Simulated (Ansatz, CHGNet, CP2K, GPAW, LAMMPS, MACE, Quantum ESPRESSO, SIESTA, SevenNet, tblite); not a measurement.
# CP2K on In2O3 with crystalline order left by the classical run (85 atoms): settings against a plane-wave reference

Aim: run In2O3 with crystalline order left by the classical run (85 atoms) in CP2K and see how near its forces come to a plane-wave reference, and at what cost.

Method: the method is named at each step, in CP2K 2026.2.

### 1. The structure

The cell holds 85 atoms: 34 In and 51 O. Cell: a = 10.561 Å, b = 10.561 Å, c = 10.561 Å, α = 90.0°, β = 90.0°, γ = 90.0°. 85 atoms (34 Sc, 51 O) placed at random at 3.63 g/cm³, melted at 5000 K for 10 ps at fixed volume with the Morse and Coulomb pair potential with partial charges (Pedone, Malavasi, Menziani, Cormack and Segre, J. Phys. Chem. B 110, 11780 (2006)). Quenched from 5000 K to 300 K at 10 K/ps and fixed volume, held 10 ps at zero pressure, then minimised at fixed cell. Then Sc was replaced by In and the cell scaled by 1.038 (the potential has no terms for the new elements, so the cell is a start for a DFT relaxation).

The yardstick, on the same geometry:

| Item | Value |
| --- | --- |
| method | Kohn-Sham DFT, PBE, PAW, plane waves (Ansatz 0.2.0); cutoff 420 eV, Γ point, fermi-dirac smearing of 0.05 eV; PAW set soft_2 |
| r.m.s. force component | 0.2336 eV/Å |
| longest force | 1.087 eV/Å |
| pressure | -2.215 GPa |
| spacing of highest filled and lowest empty level | 0.2719 eV |
| SCF cycles | 11 |
| time | 22 s on 4 threads of Arm Neoverse V2, shared host |
| CPU time | 82 s |

### 2. PBE, DZVP-UZH, 800/50 Ry, diagonalisation

Method: Kohn-Sham DFT, PBE, GTH-PBE pseudopotentials, Gaussian and plane waves, DZVP-MOLOPT (UZH set), diagonalisation.

Input file input.inp:

```
&GLOBAL
  PROJECT cell
  RUN_TYPE ENERGY_FORCE
  PRINT_LEVEL LOW
&END GLOBAL
&FORCE_EVAL
  METHOD QS
  STRESS_TENSOR ANALYTICAL
  &DFT
    BASIS_SET_FILE_NAME BASIS_MOLOPT_UZH
    POTENTIAL_FILE_NAME POTENTIAL_UZH
    &MGRID
      CUTOFF 800
      REL_CUTOFF 50
      NGRIDS 5
    &END MGRID
    &QS
      EPS_DEFAULT 1.0E-12
    &END QS
    &SCF
      SCF_GUESS ATOMIC
      EPS_SCF 5.0E-06
      MAX_SCF 200
      ADDED_MOS 14
      &DIAGONALIZATION
        ALGORITHM STANDARD
      &END DIAGONALIZATION
      &SMEAR ON
        METHOD FERMI_DIRAC
        ELECTRONIC_TEMPERATURE [K] 580
      &END SMEAR
      &MIXING
        METHOD BROYDEN_MIXING
        ALPHA 0.3
        NBROYDEN 12
      &END MIXING
      &PRINT
        &RESTART OFF
        &END RESTART
      &END PRINT
    &END SCF
    &XC
      &XC_FUNCTIONAL PBE
      &END XC_FUNCTIONAL
    &END XC
    &PRINT
      &MULLIKEN ON
      &END MULLIKEN
      &HIRSHFELD ON
        SHAPE_FUNCTION DENSITY
      &END HIRSHFELD
      &MO ON
        EIGENVALUES T
        OCCUPATION_NUMBERS T
        MO_INDEX_RANGE 363 386
        &EACH
          QS_SCF 0
        &END EACH
        ADD_LAST NUMERIC
      &END MO
    &END PRINT
  &END DFT
  &SUBSYS
    &CELL
      A 10.56142 0.00000 0.00000
      B 0.00000 10.56142 0.00000
      C 0.00000 0.00000 10.56142
    &END CELL
    &COORD
      In 0.93585 8.71792 10.48527
      In 1.85723 5.99255 8.92789
      In 7.69790 5.60780 5.54031
      In 9.84483 6.84961 2.37378
      In 8.45125 6.72815 9.25233
      In 10.13939 3.38451 7.01764
      In 1.77347 3.68805 3.73283
      In 9.96248 0.76634 1.64547
      In 10.32960 7.16603 6.12425
      In 3.62838 6.26482 6.07313
      In 1.53595 1.12437 9.14313
      In 5.22040 8.26621 3.37047
      In 7.72726 10.07866 4.55704
      In 2.79783 0.81471 2.18484
      In 5.81248 4.65716 8.79650
      In 0.52131 3.96191 0.47114
      In 3.74930 3.53702 0.83773
      In 6.49105 1.20009 2.35720
      In 4.72634 7.70709 10.17551
      In 0.69346 0.83699 5.16211
      In 8.66269 3.33002 3.74096
      In 7.14163 5.04836 1.65508
      In 2.96829 3.22673 7.38623
      In 6.50541 8.29029 7.21862
      In 8.30371 2.64595 9.86141
      In 1.81139 8.79640 3.71741
      In 2.81494 6.22575 2.17935
      In 2.54330 8.98597 7.57972
      In 7.59683 9.31380 0.51160
      In 6.77325 1.90169 6.88045
      In 9.11461 10.28556 7.81154
      In 4.90916 3.54484 4.45787
      In 4.75317 0.94662 9.70373
      In 4.04555 0.45847 5.38463
      O 2.43599 5.17805 0.29392
      O 9.83479 5.15450 5.97734
      O 4.40823 8.13483 6.88647
      O 2.12623 10.53808 0.30934
      O 3.04285 1.90813 4.15983
      O 10.47619 7.82073 4.17144
      O 5.55964 5.33035 5.55235
      O 8.93158 3.84277 1.10958
      O 6.16143 6.81190 8.88712
      O 4.72687 7.15219 1.63142
      O 8.85015 1.85427 7.88315
      O 3.55835 0.23203 8.05741
      O 1.23495 1.92873 7.05429
      O 9.70415 9.35562 0.99129
      O 0.59059 9.82085 8.49476
      O 5.97724 0.85146 4.49209
      O 6.81961 9.53812 2.51320
      O 0.72039 4.17831 8.69986
      O 8.19777 8.88754 9.07300
      O 4.71462 2.43483 6.36833
      O 7.01109 10.36223 6.92100
      O 9.55302 10.25250 5.73950
[... 25 atom lines left out ...]
      O 6.65908 8.21298 4.96408
      O 7.70646 3.38346 5.68490
      O 2.60128 4.40686 5.59871
      O 8.26959 5.55045 3.46108
    &END COORD
    &KIND In
      BASIS_SET DZVP-MOLOPT-PBE-GTH-q13
      POTENTIAL GTH-PBE-q13
    &END KIND
    &KIND O
      BASIS_SET DZVP-MOLOPT-PBE-GTH-q6
      POTENTIAL GTH-PBE-q6
    &END KIND
  &END SUBSYS
  &PRINT
    &FORCES ON
    &END FORCES
    &STRESS_TENSOR ON
    &END STRESS_TENSOR
  &END PRINT
&END FORCE_EVAL
```

Run with:

```console
OMP_NUM_THREADS=2 cp2k.psmp -i input.inp > output.txt
```

Numbers of over 12 decimals in the logs are rounded to 6 here.

The program printed:

```text
CP2K| version string:                                       CP2K version 2026.2
 CP2K| Input file name                                                 input.inp
 GLOBAL| Basis set file name                                    BASIS_MOLOPT_UZH
 GLOBAL| Potential file name                                       POTENTIAL_UZH
 GLOBAL| Run type                                                   ENERGY_FORCE
 GLOBAL| Total number of message passing processes                             1
 GLOBAL| Number of threads for this process                                    2
 TOTAL NUMBERS AND MAXIMUM NUMBERS
  Total number of            - Atomic kinds:                                   2
                             - Atoms:                                         85
                             - Shell sets:                                    85
                             - Shells:                                       493
                             - Primitive Cartesian functions:                459
                             - Cartesian basis functions:                   1734
                             - Spherical basis functions:                   1513
  Maximum angular momentum of- Orbital basis functions:                        3
                             - Local part of the GTH pseudopotential:          2
                             - Non-local part of the GTH pseudopotential:      4
 SCF PARAMETERS         Density guess:                                    ATOMIC
                        max_scf:                                             200
                        eps_scf:                                        5.00E-06
                        added MOs                                        14    0
                        Mixing method:                            BROYDEN_MIXING
                                                charge density mixing in g-space
                        Smear method:                                FERMI_DIRAC
                        Electronic temperature [K]:                        580.0
                        Electronic temperature [a.u.]:                  1.84E-03
                        Accuracy threshold:                             1.00E-10
 Extrapolation method: initial_guess
 Number of electrons:                                                        748
 Number of occupied orbitals:                                                374
 Number of molecular orbitals:                                               388
 Number of orbital functions:                                               1513
 Number of independent orbital functions:                                   1513
 SCF WAVEFUNCTION OPTIMIZATION
  Step     Update method      Time    Convergence         Total energy    Change
     1 NoMix/Diag. 0.30E+00   12.6     1.83000445     -2735.2589706438 -2.74E+03
     2 Broy./Diag. 0.30E+00   17.3     0.22295704     -2654.1740911711  8.11E+01
     3 Broy./Diag. 0.30E+00   17.4     0.09276023     -2729.0649825508 -7.49E+01
     4 Broy./Diag. 0.30E+00   17.6     0.06368623     -2734.4855516238 -5.42E+00
[...]
14 Broy./Diag. 0.30E+00   18.1     0.00001201     -2733.2660473836 -3.23E-04
    15 Broy./Diag. 0.30E+00   18.0     0.00000486     -2733.2661741402 -1.27E-04
  *** SCF run converged in    15 steps ***
  Electronic density on regular grids:       -748.0000000000        0.0000000000
  Core density on regular grids:              747.9999999995       -0.0000000005
  Total charge density on r-space grids:       -0.0000000005
  Total charge density g-space grids:          -0.0000000005
  Overlap energy of the core charge distribution:               8.20733e-09
  Self energy of the core charge distribution:              -5177.341887
  Core Hamiltonian energy:                                   1568.098803
  Hartree energy:                                            1309.949418
  Exchange-correlation energy:                               -433.969050
  Electronic entropic energy:                                  -0.0034571
  Fermi energy:                                                 0.193006
  Total energy:                                             -2733.266174
  Total energy (extrapolated to T->0):                      -2733.264446
 MO| EIGENVALUES AND OCCUPATION NUMBERS
 MO|
 MO|  Index      Eigenvalue [a.u.]        Eigenvalue [eV]             Occupation
 MO|    363               0.177651               4.834121               1.999532
 MO|    364               0.178369               4.853670               1.999308
 MO|    365               0.179639               4.888226               1.998619
[...]
MO|    385               0.338173               9.202148               0.000000
 MO|    386               0.343210               9.339231               0.000000
 MO| Sum:                                                             748.000000
 MO| E(Fermi):            0.193006 a.u.          5.251950 eV
 !-----------------------------------------------------------------------------!
                     Mulliken Population Analysis
 #  Atom  Element  Kind  Atomic population                           Net charge
       1     In       1         11.673294                              1.326706
       2     In       1         11.727714                              1.272286
       3     In       1         11.831743                              1.168257
[...]
84     O        2          6.839630                             -0.839630
      85     O        2          6.828744                             -0.828744
 # Total charge                            748.000000                 -0.000000
 !-----------------------------------------------------------------------------!
 !-----------------------------------------------------------------------------!
                           Hirshfeld Charges
  #Atom  Element  Kind  Ref Charge     Population                    Net charge
      1       In     1      13.000         12.494                         0.506
      2       In     1      13.000         12.503                         0.497
      3       In     1      13.000         12.471                         0.529
[...]
84       O      2       6.000          6.368                        -0.368
     85       O      2       6.000          6.339                        -0.339
  Total Charge                                                            0.000
 !-----------------------------------------------------------------------------!
 ENERGY| Total FORCE_EVAL ( QS ) energy [hartree]          -2733.266286
 FORCES| Atomic forces [hartree/bohr]
 FORCES|   Atom     x               y               z               |f|
 FORCES|      1 -8.69964753E-03  4.43188569E-03  2.77967022E-03   1.01514553E-02
 FORCES|      2 -8.92421100E-03 -6.84670982E-03  6.86507445E-04   1.12689960E-02
 FORCES|      3 -1.70452255E-02 -2.93852085E-03  7.73019599E-03   1.89454624E-02
[...]
FORCES|     84  4.74579413E-03  9.49544031E-04  1.40248175E-03   5.03896327E-03
 FORCES|     85  4.81341771E-03 -7.51229585E-04 -6.32900942E-04   4.91262655E-03
 FORCES| Sum    -1.25022356E-03  1.72040101E-03  5.56324571E-04
 FORCES| Total atomic force                                       2.19825741E-03
 STRESS| Analytical stress tensor [bar]
 STRESS|                        x                   y                   z
 STRESS|      x       -2.06807090457E+04  -6.75711341186E+03  -1.53771372904E+04
 STRESS|      y       -6.75711341186E+03   2.93617651675E+04   1.56949688522E+04
 STRESS|      z       -1.53771372904E+04   1.56949688522E+04  -5.69211360007E+02
 STRESS| 1/3 Trace                                             2.70394825392E+03
```

Run time: 6.1 min. Hardware: 2 threads of Arm Neoverse V2, shared host; peak memory 5.4 GiB; 11 min of CPU time.

Banners, paths, timers and routine set-up lines are dropped from the logs unmarked, and long logs keep their key lines alone; longer cuts are marked.

Against the reference:

```yaml
r_m_s_force_component: 0.2468 eV/Å
r_m_s_difference_of_force_components: 50.19 meV/Å
longest_difference_of_force_vectors: 215.6 meV/Å
force_difference_over_r_m_s_force: 21.49 %
slope_of_forces_against_the_reference_s: 1.035
correlation_of_force_components: 0.9797
pressure: 0.2704 GPa
pressure_difference: 2.485 GPa
```

Length of the force difference by element (eV/Å):

| element | atoms | mean | most |
| --- | --- | --- | --- |
| In | 34 | 0.10 | 0.22 |
| O | 51 | 0.062 | 0.14 |

A closer look about In4, whose charge lies farthest from its element's mean: 14 atoms, nearest first, numbered in the order of the input, with positions taken from that point.

| atom | x | y | z | distance (Å) | bonds | Hirshfeld charge (e) | Fx | Fy | Fz (eV/Å) |
| --- | --- | --- | --- | --- | --- | --- | --- | --- | --- |
| In4 | 0.00 | 0.00 | 0.00 | 0.00 | 5 | 0.60 | 0.32 | -0.15 | -0.17 |
| O40 | 0.63 | 0.97 | 1.80 | 2.14 | 3 | -0.37 | -0.14 | 0.24 | 0.00 |
| O76 | 1.44 | -1.66 | 0.16 | 2.20 | 4 | -0.36 | -0.21 | 0.09 | -0.43 |
| O85 | -1.58 | -1.30 | 1.09 | 2.31 | 4 | -0.34 | 0.25 | -0.04 | -0.03 |
| O70 | -1.79 | 0.02 | -1.49 | 2.33 | 4 | -0.35 | 0.37 | 0.30 | 0.45 |
| O77 | 2.21 | 0.99 | -0.57 | 2.49 | 4 | -0.35 | -0.65 | 0.01 | 0.14 |
| O48 | -0.14 | 2.51 | -1.38 | 2.87 | 3 | -0.37 | -0.02 | -0.42 | 0.36 |
| O75 | 0.72 | 0.01 | -3.24 | 3.31 | 3 | -0.38 | 0.14 | 0.19 | 0.18 |
| In22 | -2.70 | -1.80 | -0.72 | 3.33 | 5 | 0.55 | -0.42 | 0.02 | -0.70 |
| O42 | -0.91 | -3.01 | -1.26 | 3.39 | 3 | -0.37 | 0.01 | -0.18 | 0.19 |
| In26 | 2.53 | 1.95 | 1.34 | 3.46 | 6 | 0.51 | 0.10 | -0.40 | 0.10 |
| In1 | 1.65 | 1.87 | -2.45 | 3.50 | 6 | 0.51 | -0.45 | 0.23 | 0.14 |
| In27 | 3.53 | -0.62 | -0.19 | 3.59 | 6 | 0.50 | -0.12 | 0.18 | -0.06 |
| In16 | 1.24 | -2.89 | -1.90 | 3.67 | 6 | 0.54 | -0.29 | 0.14 | 0.25 |

Forces lie 21 % from the reference's, at 8.0 times its CPU time (on 2 against 4 cores).

Mean charges by element (e), by run and scheme:

| run | scheme | In | O |
| --- | --- | --- | --- |
| reference | Löwdin | +1.15 | -0.73 |
| CP2K PBE, DZVP-UZH, 800/50 Ry, diagonalisation | Mulliken | +1.26 | -0.84 |
| CP2K PBE, DZVP-UZH, 800/50 Ry, diagonalisation | Hirshfeld | +0.53 | -0.36 |

The reference's Löwdin charges lack the electrons that the projection spills, 0.026 e an atom on average.

### 3. Results

| Property | Result |
| --- | --- |
| force difference from the reference | CP2K PBE, DZVP-UZH, 800/50 Ry, diagonalisation, 21 % |
| its CPU time | 11 min |

The PBE run in local orbitals differs by 21 % (CP2K PBE, DZVP-UZH, 800/50 Ry, diagonalisation); basis, grid and potentials can all enter. In pressure, CP2K PBE, DZVP-UZH, 800/50 Ry, diagonalisation misses by +2.5 GPa, at the same functional. Charges hang on scheme and program or settings: among these rows the mean for In runs from +0.53 to +1.26 e. The quench rate of 10 K/ps is many orders above laboratory rates, so the cell is likely richer in defects and strain than a real sample. The network of bonds at the start is that of the classical potential that made the cell, and needn't be the one that DFT or experiment would give. The reference's stress is far from hydrostatic: its diagonal is -4.6, 0.4, -2.5 GPa, compression counted positive. The reference's pressure of -2.2 GPa belongs to a cell and atoms that aren't relaxed at this level. The electronic-structure runs sample only Γ, in a cell whose shortest periodic width is 11 Å.

[Also dropped from logs without a mark: logging warnings of Python, and SIESTA's first energy breakdown and zero terms.]

[Logs are printed without paths, hosts, clocks, repeated set-up lines and the standing remarks that a program may print on its own settings, such as how far it seeks lower states.]

[Hosts, paths, dates, database ids (printed as entryN), source tags and the programs' standing remarks are cut or masked in the printed files.]
